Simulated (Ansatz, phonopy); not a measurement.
# Grüneisen parameters and expansion of GaP (F-43m), part 2 of 2

Wanted: mode Grüneisen parameters of GaP and a free-energy fit over volumes.

Experimental results on record:
- volume expansion coefficient 15.9 1e-6/K, heat capacity C_P per formula unit 44.2 J/mol/K and bulk modulus 88.7 GPa near room temperature (given in “High-Throughput Prediction of Finite-Temperature Properties using the Quasi-Harmonic Approximation”, 2016, arXiv:1603.06924)

Ansatz 0.2.0; DFT LDA, scalar-relativistic, plane waves, PAW.

So far. Step 13 (Lattice dynamics at this volume, V/V0 0.97): No mode is imaginary beyond numerical noise at the solved wavevectors. The highest zone-centre mode (no LO–TO term) moved by +3.8 % for a volume change of -3.0 %. Step 14 (A cell at another volume, V/V0 1.05): The run ends at a pressure of -3.95 GPa.

## (15) Phonons, V/V0 1.05

The input, input.yaml:

```yaml
crystal:
  lattice:
    - [0.0, 2.7398489062, 2.7398489062]
    - [2.7398489062, 0.0, 2.7398489062]
    - [2.7398489062, 2.7398489062, 0.0]
  atoms:
    - { symbol: Ga, position: [0.0, 0.0, 0.0] }
    - { symbol: P, position: [0.25, 0.25, 0.25] }
kpoints:
  mp_grid: { grid: [8, 8, 8] }
hamiltonian:
  xc: lda
scf:
  occupations: { method: fixed }
output:
  eigenvalues: true
phonons:
  method: dfpt
  dielectric: true
  rigid_motions: translations
  qmesh: [4, 4, 4]
  temperatures: { t_max: 1000, t_step: 50 }
  qpath:
    path:
      - [[0.0, 0.0, 0.0], [-0.5, -0.5, 0.0], [-0.375, -0.375, 0.25]]
      - [[-0.375, 0.0, 0.375], [0.0, 0.0, 0.0], [0.0, 0.0, 0.5], [-0.5, -0.25, 0.25], [-0.5, -0.5, 0.0]]
    npoints: 10
```

On the command line:

```sh
$ ansatz run input.yaml --threads 4 --pin off --max-ram 8192MiB --backend cpu --events-out ev --progress --plain --runs-dir out
```

The job ended after 60 s (4 threads of Arm Neoverse V2, shared host; peak memory 0.96 GiB; 3.8 min of CPU time).

No mode is imaginary beyond numerical noise at the solved wavevectors. The highest zone-centre mode (no LO–TO term) moved by -5.8 % for a volume change of +5.0 %.

## (16) Mode Grüneisen parameters

This step: DFT LDA, scalar-relativistic, plane waves, PAW (phonopy 4.10.0).

This step gave:

```yaml
share_of_modes_with_a_negative_grueneisen_parameter: 0.225
```

Mean Grüneisen, by row:

```tsv
T (K)	heat-capacity-weighted mean	root mean square
50	-0.128	0.574
100	0.267	0.806
200	0.605	0.993
300	0.688	1.035
500	0.732	1.057
800	0.748	1.065
```

Mean mode Grueneisen parameter against wavenumber:

```tsv
wavenumber (cm⁻¹)	mean mode Grueneisen parameter
7	-
20	-0.0656
46	0.143
60	-0.144
86	-0.464
99	-0.445
112	-0.177
139	0.277
152	1.06
165	1.07
192	1.04
205	1.04
231	1.01
244	1.01
258	-
284	-
297	-
310	-
337	1.33
350	1.34
377	1.26
390	1.26
```

Volume series, by row:

```tsv
V/V0	V (Å³/atom)	pressure (GPa)	E - E0 (meV/atom)	gap (eV)	zero-point energy (meV/atom)	lowest on the path (cm⁻¹)	highest at Gamma without the LO-TO term (cm⁻¹)
0.97	19	2.932	5.218	1.365	48.16	0	378.6
0.985	19.29	1.404	1.262	1.399	47.38	0	371.6
1	19.59	-0.005	0	1.431	46.62	0	364.9
1.015	19.88	-1.303	1.207	1.461	45.87	0	358.3
1.03	20.18	-2.499	4.712	1.486	45.13	0	351.9
1.05	20.57	-3.947	12.62	1.451	44.17	0	343.6
```

Optical frequency at Gamma without the LO-TO term, mode 4 against V/V0:

```tsv
V/V0	optical frequency at Gamma without the LO-TO term, mode 4 (cm⁻¹)
0.9700	379
0.9850	372
1.0000	365
1.0150	358
1.0300	352
1.0500	344
```

Grüneisen at points, by row:

```tsv
point	branch	frequency (cm⁻¹)	mode Grüneisen parameter
Γ	4	364.9	1.22
Γ	6	395.2	1.05
X	1	101.5	-1.12
X	3	251.2	0.99
X	4	362.1	1.5
X	6	366.9	1.2
U	1	105.7	-0.76
U	2	133.6	0.18
U	3	226.7	1.07
U	4	336.4	1.34
U	5	359.7	1.48
U	6	392.6	1.34
K	1	105.7	-0.76
K	2	133.6	0.18
K	3	226.7	1.07
K	4	336.4	1.34
K	5	359.7	1.48
K	6	392.6	1.34
L	1	78.9	-1.24
L	3	233.1	0.84
L	4	362.8	1.38
L	6	370.6	1.3
W	1	123.5	0.08
W	2	142.7	0
W	3	216.4	1.15
W	4	328.4	1.31
W	5	364.2	1.5
W	6	393.3	1.34
```

## (17) Quasi-harmonic fit by phonopy

Numbers from this step:

```yaml
volume_expansion_coefficient_at_300_k: 14.88 1e-6/K
isothermal_bulk_modulus_at_300_k: 86.8 GPa
c_p_at_300_k: 21.82 J/mol-atom/K
grueneisen_parameter_at_300_k: 0.706
```

Energy (each curve on its own zero) against volume; values in meV/atom:

```tsv
volume (Å³/atom)	static	F at 0 K	F at 300 K	F at 900 K
19.000	5.22	7.15	7.98	12.1
19.294	1.26	2.42	2.97	5.58
19.588	0	0.4	0.63	1.64
19.882	1.21	0.85	0.75	0.1
20.176	4.71	3.62	3.14	0.77
20.567	12.6	10.6	9.55	4.82
```

Phonopy-qha, vinet fit of F(V) at each temperature; no electronic free energy. Qha vinet, by row:

```tsv
T (K)	fitted volume (Å³/atom)	alpha_V (1e-6/K)	B_T (GPa)	C_P (J/mol-atom/K)	Grueneisen
100	19.68	3.07	88.54	10.93	0.2939
150	19.68	7.71	88.19	15.67	0.5141
200	19.69	11.14	87.76	18.73	0.62
250	19.71	13.39	87.29	20.62	0.6743
300	19.72	14.88	86.8	21.82	0.7056
350	19.73	15.92	86.31	22.61	0.7255
400	19.75	16.69	85.8	23.17	0.7392
450	19.77	17.28	85.29	23.57	0.7492
500	19.78	17.76	84.78	23.87	0.757
550	19.8	18.16	84.27	24.1	0.7633
600	19.82	18.51	83.75	24.28	0.7687
650	19.84	18.82	83.24	24.43	0.7733
700	19.86	19.1	82.72	24.56	0.7775
750	19.88	19.36	82.21	24.66	0.7813
800	19.9	19.6	81.69	24.75	0.7848
850	19.92	19.84	81.17	24.83	0.7881
```

Volume expansion coefficient, phonopy-qha, Vinet against temperature:

```tsv
temperature (K)	volume expansion coefficient, phonopy-qha, Vinet (1e-6/K)
75	0.96
100	3.07
125	5.48
150	7.71
175	9.6
200	11.1
225	12.4
250	13.4
275	14.2
300	14.9
325	15.4
350	15.9
375	16.3
400	16.7
425	17
450	17.3
475	17.5
500	17.8
525	18.0
550	18.2
575	18.3
600	18.5
625	18.7
650	18.8
675	19.0
700	19.1
725	19.2
750	19.4
775	19.5
800	19.6
825	19.7
850	19.8
875	19.9
```

The fit gives a volume expansion of 14.9 × 10⁻⁶/K at 300 K.

## (18) Results

```
volume expansion coefficient at 300 K  : 14.88 1e-6/K
isothermal bulk modulus at 300 K       : 86.8 GPa
C_P at 300 K                           : 21.82 J/mol-atom/K
Grüneisen parameter at 300 K           : 0.706
mean mode Grüneisen parameter at 300 K : 0.688
```

What this shows: Near room temperature GaP expands by 14.9 × 10⁻⁶/K in volume by LDA, with C_P = 21.8 J/(mol K) per mole of atoms and B_T = 86.8 GPa. C_P at room temperature is 87 % of the classical 3R an atom, so the stiffest modes are still partly frozen out. A measured volume expansion coefficient near room temperature is 15.9 1e-6/K (arXiv:1603.06924); the calculated 14.9 1e-6/K differs by -6 %. A measured bulk modulus near room temperature is 88.7 GPa (arXiv:1603.06924); the calculated 86.8 GPa differs by -2 %. The table does not say whether its value is isothermal or adiabatic. A measured heat capacity per formula unit near room temperature is 44.2 J/mol/K (arXiv:1603.06924); the calculated 43.6 J/mol/K differs by -1 %. The heat-capacity-weighted Grüneisen parameter goes from -0.128 at 50 K to 0.748 at 800 K; 22 % of the modes stiffen on expansion. Weighting γ by the density of states and each mode's heat capacity at 300 K, the lowest third of the frequency range (cuts at 130 and 260 cm⁻¹) pulls the cell inward, while the rest pushes it outward. Among the labelled points γ is largest for branch 4 at X (362 cm⁻¹, 1.5) and most negative for branch 1 at L (78.9 cm⁻¹, -1.2). The log warns that the k-mesh is coarse for the response calculation and asks for a check on a denser one. The interpolation has no quadrupole term, so branches near the zone centre are less sure, since this crystal has sites that are not centres of inversion. The PAW files were made for PBE and are used here under another functional, for which the program regenerates the frozen cores.

[Logs are printed without paths, hosts, clocks, repeated set-up lines and the standing remarks that a program may print on its own settings, such as how far it seeks lower states.]

[Hosts, paths, dates, database ids (printed as entryN), source tags and the programs' standing remarks are cut or masked in the printed files.]

[A step with changed settings may run another functional than the one named; its input shows which.]

[Of the runs on displaced cells, only some may be shown.]
